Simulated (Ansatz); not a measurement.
# linear Se chain: one chain at several levels of theory, part 2 of 4

How many channels does the linear Se chain carry, and how sure is the answer?

Ansatz 0.2.0; DFT PBE, plane waves, PAW; relaxation of a chain's period (the session's first sound run).

So far. Step 2 (Relaxation of atoms and period, level PBE, cutoff 420 …): The cell's length comes to 2.372 Å with no moment.

### 3. Bands of the perfect wire, level PBE, cutoff 420 eV

This step: DFT PBE, plane waves, PAW; channels and complex bands of a perfect chain (Ansatz 0.2.0).

At the relaxed period the Bloch states of the perfect chain are found at each energy: those that move forward count the open channels, and those that decay describe how a disturbance dies away inside the wire itself. An energy step of 0.035 eV is under the 0.039 eV that the program asks for its thermal average at 300 K.

File input.yaml:

```yaml
crystal:
  lattice:
    - [7.5, 0.0, 0.0]
    - [0.0, 7.5, 0.0]
    - [0.0, 0.0, 2.371902739]
  atoms:
    - { symbol: Se, position: [0.5, 0.5, 0.0] }
kpoints:
  mp_grid: { grid: [1, 1, 34] }
  band_path: { path: ["Γ", Z], npoints: 60 }
scf:
  occupations: { method: fermi_dirac, width: 0.05 }
hamiltonian:
  xc: pbe
output:
  transmission:
    e_range: [-2, 2]
    de: 0.035
    kmesh: [1, 1]
    reduced_basis: true
    leads: [[0, 0]]
  dos: { projected: true, e_range: [-6, 4] }
  write_potential: true
  write_density: true
  volumetric_format: npy
  elf: true
```

Launch:

```console
$ ansatz run input.yaml --threads 4 --pin off --max-ram 8192MiB --backend cpu --events-out ev --progress --plain --runs-dir out
```

Numbers of over 12 decimals in the logs are rounded to 6 here.

The log of the run:

```text
[...]
Crystal: 1 atoms, lattice volume = 133.420 Å³
Basis set: ecut = 420 eV, 2599 PW (Γ)
Bands: 12, of which v1, the nominal top of the filled ones, is band 8 counted from 1 (7 counted from 0)
Symmetry: 16 space group operations
[...]
k-points: 18 of 34
[...]
SCF iter   1: F=—  HF=-5468.510467 eV  |F-HF|=—  |Δ(HF+E_count)|=         —  Δρ=3.53e-3  dr2=2.53e-2  ethr=1.77e-3  ⟨swp⟩=5.6  Hψ=1288  notcnv=0
[...]
SCF iter   6: F=-5468.501920 eV  HF=-5468.501920 eV  |F-HF|=1.62e-9  |Δ(HF+E_count)|=   3.70e-7  Δρ=1.34e-6  dr2=2.49e-9  ethr=6.25e-10  ⟨swp⟩=4.4  Hψ=840  notcnv=0
SCF 1 converged in 6 iterations: F = -5468.501920 eV  dr2 = 2.49e-9
[...]
NSCF: frozen V_eff on 61 k-points
transmission: 3 of 18 steps passed
transmission: 6 of 18 steps passed
[...]
transmission: 18 of 18 steps passed
WARN: The output density's exchange-correlation potential varies sharply where the density is thin. Do not read a vacuum level from v_tot or v_xc, or from such a field of the output density. On a cell that repeats whose density bears no net charge and no dipole along the vacuum's axis use v_es (v_loc + v_h of the components); under efield.dipole_correction with no amplitude use v_es + v_field, which holds any externa [...]
SCF converged after 6 iterations
Free energy (F): -5468.501920 eV
[...]
Internal energy: -5468.494455 eV  (E = F + TS)
E sigma→0 (E₀):  -5468.498188 eV
Entropy (-TS):   -0.007465 eV (-7.465 meV/atom)
Fermi energy:    -2.966112 eV
[...]
--- Band table (eV; the first three rows and the last of 18) ---
  k-point 0: bands = [... 4 lower, -50.7340, -17.6807, -6.0427, -6.0427, 0.9240, 2.7286, 3.8870, 4.1687]
  k-point 1: bands = [... 4 lower, -50.7340, -17.6587, -6.0215, -6.0215, 0.9463, 2.7515, 3.9097, 4.1912]
  k-point 2: bands = [... 4 lower, -50.7338, -17.5928, -5.9581, -5.9581, 1.0129, 2.8204, 3.9779, 4.2585]
  k-point 17: bands = [... 4 lower, -50.7295, -12.5124, -9.3838, -2.0072, -2.0072, 4.5480, 4.5480, 7.5579]
--- Transmission ---
  basis      : 497 plane waves across, 3 finite elements along
  points     : 1, standing for a mesh of 1 x 1
  filling    : by the input's occupations and mesh, since the crystals that have channels conduct as metals do. If one of these is a semiconductor, that mesh has misplaced its level
  energies   : 115 from -2.000000 to 1.990000 eV about the Fermi level, 0.035000 eV apart; the leads are filled to 0.000000 eV, and channels, transmission and decay are at -0.005000 eV
  crystal 0  : Se1, at the sites [0, 0], period 2.3719 Å: whole cells are its period
    offset         : up to 0.0000 Å between an atom of the period and one for which it stands
    filled         : 15.6 meV under the level at which it is neutral
    channels       : 3.000000e0 a spin
    conductance    : 4.1323e14 S/m² at 300 K; may be off by some 0.0 % by where its bands' edges are placed, 0.0 % from the distance to neutral
```

Run time: 12 s. Hardware: 4 threads of AMD EPYC 9R14 (Zen 4), shared host; peak memory 0.48 GiB; 23 s of CPU time.

This step gave:

| Property | Result |
| --- | --- |
| energy at zero smearing | -5468.4982 eV |
| channels at the energy nearest the Fermi level, one spin | 3 |
| conductance of the lead as this run defines it | 3.000 G₀ |
| band gap | 0 eV |

Table of open channels of the lead, one spin by energy, zero at the Fermi level:

```
energy (eV)  open channels of the lead, one spin
     -2.000                                    3
     -1.790                                    3
     -1.615                                    3
     -1.405                                    3
     -1.195                                    3
     -0.985                                    3
     -0.810                                    3
     -0.600                                    3
     -0.390                                    3
     -0.215                                    3
     -0.005                                    3
      0.205                                    3
      0.415                                    3
      0.590                                    3
      0.800                                    3
      1.010                                    1
      1.185                                    1
      1.395                                    1
      1.605                                    1
      1.815                                    1
```

The slowest values at each energy, most degenerate partners merged, listed up to 1.5 1/Å. Table of Im kz of the slowest decaying states by energy, zero at the Fermi level:

```
energy (eV)  decay 1 (Å⁻¹)  decay 2 (Å⁻¹)  decay 3 (Å⁻¹)  decay 4 (Å⁻¹)
     -2.000           1.25           1.43              -              -
     -1.790           1.23           1.41              -              -
     -1.615           1.21           1.39              -              -
     -1.405           1.19           1.37           1.48           1.50
     -1.195           1.16           1.35           1.46           1.48
     -0.985           1.14           1.33           1.44           1.46
     -0.810           1.12           1.31           1.43           1.45
     -0.600           1.09           1.29           1.41           1.43
     -0.390           1.07           1.27           1.39           1.41
     -0.215           1.04           1.25           1.37           1.39
     -0.005           1.02           1.23           1.35           1.37
      0.205          0.989           1.20           1.33           1.35
      0.415          0.961           1.18           1.31           1.33
      0.590          0.936           1.16           1.29           1.31
      0.800          0.906           1.14           1.27           1.29
      1.010         0.0654          0.875           1.11           1.25
      1.185          0.135          0.848           1.09           1.23
      1.395          0.182          0.815           1.07           1.21
      1.605          0.215          0.780           1.04           1.18
      1.815          0.241          0.743           1.01           1.16
```

Electronic bands along the path, in eV, zero at the Fermi level:

```
  point  band 7  band 8  band 9  band 10  band 11  band 12
      Γ   -3.08   -3.08    3.89     5.69     6.85     7.13
halfway   -1.60   -1.60    0.35     5.57     7.35     8.49
      Z   -6.42    0.96    0.96     7.51     7.51    10.52
```

The electronic bands as a text plot (rows in eV, shown from -6.4 to 7.0 only):

```
    6.8 |***********        ******          ****
    6.2 |          *********           *****
    5.6 |**********  **            ****
    5.1 |              *     ******
    4.5 |              ******
    4.0 |**************  **
    3.4 |                  **
    2.8 |                    **
    2.3 |                      *
    1.7 |                       **
    1.1 |                         **                          ***
    0.6 |                           *                 ********
    0.0 |                            *            ****
   -0.5 |                             **    ******
   -1.1 |                              *****
   -1.7 |                         *****   **
   -2.2 |                 ********          **
   -2.8 |   **************                    **
   -3.3 |***                                    **
   -3.9 |                                         **
   -4.5 |                                           **
   -5.0 |                                             **
   -5.6 |                                               ***
   -6.1 |                                                  ******
         Γ                                                      Z
```

Valence density in the ca plane at fractional y = 0.500, with atoms of Se within 0.2 Å of it. It is the smooth field of the valence electrons, not physical close to the nuclei.

Values in e/Å³, 24 rows by 12 columns, each cell a mean:
```
 0  0  0  0  0  0  0  0  0  0  0  0
 0  0  0  0  0  0  0  0  0  0  0  0
 0  0  0  0  0  0  0  0  0  0  0  0
 0  0  0  0  0  0  0  0  0  0  0  0
 0  0  0  0  0  0  0  0  0  0  0  0
 0  0  0  0  0  0  0  0  0  0  0  0
 0  0  0  0  0  0  0  0  0  0  0  0
 0  0  0  0  0  0  0  0  0  0  0  0
 1  1  0  0  0  0  0  0  0  0  0  1
 2  2  1  1  0  0  0  0  0  1  1  2
16 12  5  2  1  1  0  1  1  2  5 12
40 28 11  3  1  1  1  1  1  3 11 28
24 17  7  2  1  1  1  1  1  2  7 17
 5  4  2  1  1  0  0  0  1  1  2  4
 1  1  1  0  0  0  0  0  0  0  1  1
 0  0  0  0  0  0  0  0  0  0  0  0
 0  0  0  0  0  0  0  0  0  0  0  0
 0  0  0  0  0  0  0  0  0  0  0  0
 0  0  0  0  0  0  0  0  0  0  0  0
 0  0  0  0  0  0  0  0  0  0  0  0
 0  0  0  0  0  0  0  0  0  0  0  0
 0  0  0  0  0  0  0  0  0  0  0  0
 0  0  0  0  0  0  0  0  0  0  0  0
 0  0  0  0  0  0  0  0  0  0  0  0
```
Columns run along c (2.4 Å), rows up along a (7.5 Å). Atoms in or near the plane, at fractional coordinates: Se at (0.00, 0.50).

ELF in the ca plane at fractional y = 0.500, with atoms of Se within 0.2 Å of it. It is the smooth field of the valence electrons, not physical close to the nuclei.

Ten even steps from '_' (0.00) to '@' (0.83), each cell a mean:
```
________________________
________________________
________________________
________________________
::::....__________....::
====--::....__....::--==
####**==--::..::--==**##
@@@@%%##++--::--++##%%@@
@@@@@@%%**======**%%@@@@
@@@@@@@@##**++**##@@@@@@
++++##%%%%**++**%%%%##++
..::++####******####++::
--==**%%%%******%%%%**==
%%%%%%%%##**++**##%%%%%%
@@@@@@%%##++==++##%%@@@@
@@@@%%##++==--==++##%%@@
%%%%##++==::::::==++##%%
++++==--::......::--==++
--::::..__________..::::
....__________________..
________________________
________________________
________________________
________________________
```
Columns run along c (2.4 Å), rows up along a (7.5 Å). Atoms in or near the plane, at fractional coordinates: Se at (0.00, 0.50).

Electrostatic potential energy in the ca plane at fractional y = 0.500, with atoms of Se within 0.2 Å of it. With pseudopotentials it is smooth inside the atoms' cores, unlike the true potential.

Values in eV, 24 rows by 12 columns, each cell a mean:
```
  2   2   2   2   2   2   2   2   2   2   2   2
  2   2   2   2   2   2   2   2   2   2   2   2
  2   2   2   2   2   2   2   2   2   2   2   2
  2   2   2   2   2   2   2   2   2   2   2   2
  2   2   2   2   2   2   2   2   2   2   2   2
  2   2   2   2   2   2   2   2   2   2   2   2
  1   1   1   2   2   2   2   2   2   2   1   1
 -2  -2  -1   0   0   1   1   1   0   0  -1  -2
-13 -12  -9  -5  -3  -1  -1  -1  -3  -5  -9 -12
-22 -22 -22 -18 -10  -5  -4  -5 -10 -18 -22 -22
-12 -14 -18 -24 -21 -11  -7 -11 -21 -24 -18 -14
 -9 -10 -13 -22 -24 -15  -9 -15 -24 -22 -13 -10
-10 -12 -16 -23 -23 -13  -8 -13 -23 -23 -16 -12
-19 -20 -22 -22 -15  -7  -5  -7 -15 -22 -22 -20
-19 -18 -14  -9  -5  -2  -2  -2  -5  -9 -14 -18
 -4  -4  -3  -2   0   0   0   0   0  -2  -3  -4
  0   0   1   1   1   2   2   2   1   1   1   0
  2   2   2   2   2   2   2   2   2   2   2   2
  2   2   2   2   2   2   2   2   2   2   2   2
  2   2   2   2   2   2   2   2   2   2   2   2
  2   2   2   2   2   2   2   2   2   2   2   2
  2   2   2   2   2   2   2   2   2   2   2   2
  2   2   2   2   2   2   2   2   2   2   2   2
  2   2   2   2   2   2   2   2   2   2   2   2
```
Columns run along c (2.4 Å; values clipped at the 3rd and 97th percentile), rows up along a (7.5 Å). Atoms in or near the plane, at fractional coordinates: Se at (0.00, 0.50).

By hand: the program gives 4.1323 × 10^14 S/m² over the cell's cross-section of 56.25 Å² = 5.625 × 10^-19 m², so one cell conducts 2.324 × 10^-4 S. Divided by G0 = 2e²/h = 7.748 × 10^-5 S this is 3.00 G0, a resistance of 4.30 kΩ.

At the computed energy nearest the Fermi level there are 3 channels a spin, and the thermal average gives 3.00 G₀.

### 4. The relaxed wire

This step: DFT PBEsol, plane waves, PAW; relaxation of a chain's period (Ansatz 0.2.0).

The relaxation is repeated under another functional. PBEsol weakens PBE's gradient terms and usually lands between LDA and PBE.

File input.yaml:

```yaml
crystal:
  lattice:
    - [7.5, 0.0, 0.0]
    - [0.0, 7.5, 0.0]
    - [0.0, 0.0, 2.232]
  atoms:
    - { symbol: Se, position: [0.5, 0.5, 0.0], spin: 0.3 }
magnetization:
  spin_polarized: true
kpoints:
  mp_grid: { grid: [1, 1, 36] }
scf:
  occupations: { method: fermi_dirac, width: 0.05 }
hamiltonian:
  xc: pbesol
relax:
  cell: { fix: [a, b, alpha, beta, gamma] }
  max_steps: 60
```

The log of the run:

```text
[...]
Crystal: 1 atoms, lattice volume = 125.550 Å³
Basis set: ecut = 420 eV, 2463 PW (Γ), exchange–correlation on 108×108×30 points (8 copies of the dense FFT grid, shifted against one another)
Bands: 13, of which v1, the nominal top of the filled ones, is band 8 counted from 1 (7 counted from 0)
Symmetry: 16 space group operations
[...]
0.078807       0.000000       0.000000
        0.000000       0.078807       0.000000
        0.000000       0.000000       0.006798
  P = ⅓ Tr σ = 0.0548 GPa (0.548 kbar)
--- Relaxed structure (4 steps of the walk, 4 accepted, 1 SCFs on fresh bases) ---
[...]
cell:  # Å, volume = 132.1326 Å³
    - [7.5, 0.0, 0.0]
    - [0.0, 7.5, 0.0]
    - [0.0, 0.0, 2.349024]
  atoms:
    - { symbol: Se, position: [0.5, 0.5, 0.0] }
[key lines of the parts left out:]
SCF converged after 9 iterations
Magnetization: -0.0000 μB (8.0000 up, 8.0000 down)
Free energy (F): -5423.513796 eV
Fermi energy:    -2.892823 eV
```

Wall time 9.7 s (4 threads); peak memory 0.46 GiB; 19 s of CPU time.

Relaxation path:

```
step  energy less that of the first step (eV)  largest force component (eV/Å)  pressure (GPa)  volume (Å³)
   1                                   0.0000                          0.0000            2.02       125.55
   2                                  -0.1084                          0.0000            0.32       131.03
   3                                  -0.1110                          0.0000            0.11       131.88
   4                                  -0.1111                          0.0000            0.06       132.13
  5*                                  -0.1112                          0.0000            0.05       132.13
```

Relaxation steps marked * repeat the geometry before them on a plane-wave basis chosen anew for their cell, so energy and pressure can jump there.

```
cell as run  before  after  change
      c (Å)   2.232  2.349  +5.2 %
```

Final coordinates:

```xyz
1
Lattice="7.5000 0.0000 0.0000 0.0000 7.5000 0.0000 0.0000 0.0000 2.3490" Properties=species:S:1:pos:R:3
Se    3.7500    3.7500    0.0000
```

The cell's length comes to 2.349 Å, -1.0 % against the first run, with no moment.

The cell grew by 5.2 % in its periodic edges.

### 5. Bands of the perfect wire, level PBEsol, cutoff 420 eV

This step: DFT PBEsol, plane waves, PAW; channels and complex bands of a perfect chain (Ansatz 0.2.0).

The channels are counted again under PBEsol, at the period that it gave.

File input.yaml:

```yaml
crystal:
  lattice:
    - [7.5, 0.0, 0.0]
    - [0.0, 7.5, 0.0]
    - [0.0, 0.0, 2.3490238586]
  atoms:
    - { symbol: Se, position: [0.5, 0.5, 0.0] }
kpoints:
  mp_grid: { grid: [1, 1, 35] }
  band_path: { path: ["Γ", Z], npoints: 60 }
scf:
  occupations: { method: fermi_dirac, width: 0.05 }
hamiltonian:
  xc: pbesol
output:
  transmission:
    e_range: [-2, 2]
    de: 0.035
    kmesh: [1, 1]
    reduced_basis: true
    leads: [[0, 0]]
  dos: { projected: true, e_range: [-6, 4] }
```

The log of the run:

```text
[...]
Crystal: 1 atoms, lattice volume = 132.133 Å³
Basis set: ecut = 420 eV, 2583 PW (Γ)
Bands: 12, of which v1, the nominal top of the filled ones, is band 8 counted from 1 (7 counted from 0)
Symmetry: 16 space group operations
[...]
k-points: 18 of 35
[...]
k-point 17: bands = [... 4 lower, -50.8228, -12.5287, -9.6065, -1.9851, -1.9851, 4.4995, 4.4995, 7.3985]
--- Transmission ---
  basis      : 497 plane waves across, 3 finite elements along
  points     : 1, standing for a mesh of 1 x 1
[...]
crystal 0  : Se1, at the sites [0, 0], period 2.3490 Å: whole cells are its period
[...]
filled         : 1.0 meV over the level at which it is neutral
    channels       : 3.000000e0 a spin
[...]
[key lines of the parts left out:]
SCF converged after 6 iterations
Free energy (F): -5423.506518 eV
Fermi energy:    -2.965082 eV
```

Wall time 12 s (4 threads); peak memory 0.49 GiB.

Open channels of the lead, one spin against energy, zero at the Fermi level:

(Unchanged from step 3.)

At the computed energy nearest the Fermi level there are 3 channels a spin, and the thermal average gives 3.00 G₀.

### 6. Relaxation of atoms and period

This step: DFT LDA, plane waves, PAW; relaxation of a chain's period (Ansatz 0.2.0).

The relaxation is repeated under another functional. LDA has no gradient terms and tends to overbind, so it marks the short end of the likely bond lengths.

File input.yaml:

```yaml
crystal:
  lattice:
    - [7.5, 0.0, 0.0]
    - [0.0, 7.5, 0.0]
    - [0.0, 0.0, 2.232]
  atoms:
    - { symbol: Se, position: [0.5, 0.5, 0.0], spin: 0.3 }
magnetization:
  spin_polarized: true
kpoints:
  mp_grid: { grid: [1, 1, 36] }
scf:
  occupations: { method: fermi_dirac, width: 0.05 }
hamiltonian:
  xc: lda
relax:
  cell: { fix: [a, b, alpha, beta, gamma] }
  max_steps: 60
```

The log of the run:

```text
[...]
Crystal: 1 atoms, lattice volume = 125.550 Å³
Basis set: ecut = 420 eV, 2463 PW (Γ)
Bands: 13, of which v1, the nominal top of the filled ones, is band 8 counted from 1 (7 counted from 0)
Symmetry: 16 space group operations
[...]
k-points: 19 of 36
[...]
Starting moments: Σ|m| = 0.3 μB on 1 of 1 site
[...]
0.079030       0.000000       0.000000
        0.000000       0.079030       0.000000
        0.000000       0.000000       0.004718
  P = ⅓ Tr σ = 0.0543 GPa (0.543 kbar)
--- Relaxed structure (4 steps of the walk, 4 accepted, 1 SCFs on fresh bases) ---
[...]
cell:  # Å, volume = 131.3847 Å³
    - [7.5, 0.0, 0.0]
    - [0.0, 7.5, 0.0]
    - [0.0, 0.0, 2.335728]
  atoms:
    - { symbol: Se, position: [0.5, 0.5, 0.0] }
[key lines of the parts left out:]
SCF converged after 6 iterations
Magnetization: -0.0000 μB (8.0000 up, 8.0000 down)
Free energy (F): -5382.423323 eV
Fermi energy:    -3.011503 eV
```

Run time: 8.2 s. Hardware: 4 threads; peak memory 0.43 GiB.

Step by step:

```
step  energy less that of the first step (eV)  largest force component (eV/Å)  pressure (GPa)  volume (Å³)
   1                                   0.0000                          0.0000            1.80       125.55
   2                                  -0.0863                          0.0000            0.29       130.43
   3                                  -0.0883                          0.0000            0.10       131.19
   4                                  -0.0884                          0.0000            0.05       131.38
  5*                                  -0.0886                          0.0000            0.05       131.38
```

Relaxation steps marked * repeat the geometry before them on a plane-wave basis chosen anew for their cell, so energy and pressure can jump there.

```
cell as run  before  after  change
      c (Å)   2.232  2.336  +4.6 %
```

Final coordinates:

```xyz
1
Lattice="7.5000 0.0000 0.0000 0.0000 7.5000 0.0000 0.0000 0.0000 2.3357" Properties=species:S:1:pos:R:3
Se    3.7500    3.7500    0.0000
```

The cell's length comes to 2.336 Å, -1.5 % against the first run, with no moment.

The cell grew by 4.6 % in its periodic edges.

[end of part 2 of 4]

[Logs are printed without paths, hosts, clocks, repeated set-up lines and the standing remarks that a program may print on its own settings, such as how far it seeks lower states.]

[Hosts, paths, dates, database ids (printed as entryN), source tags and the programs' standing remarks are cut or masked in the printed files.]
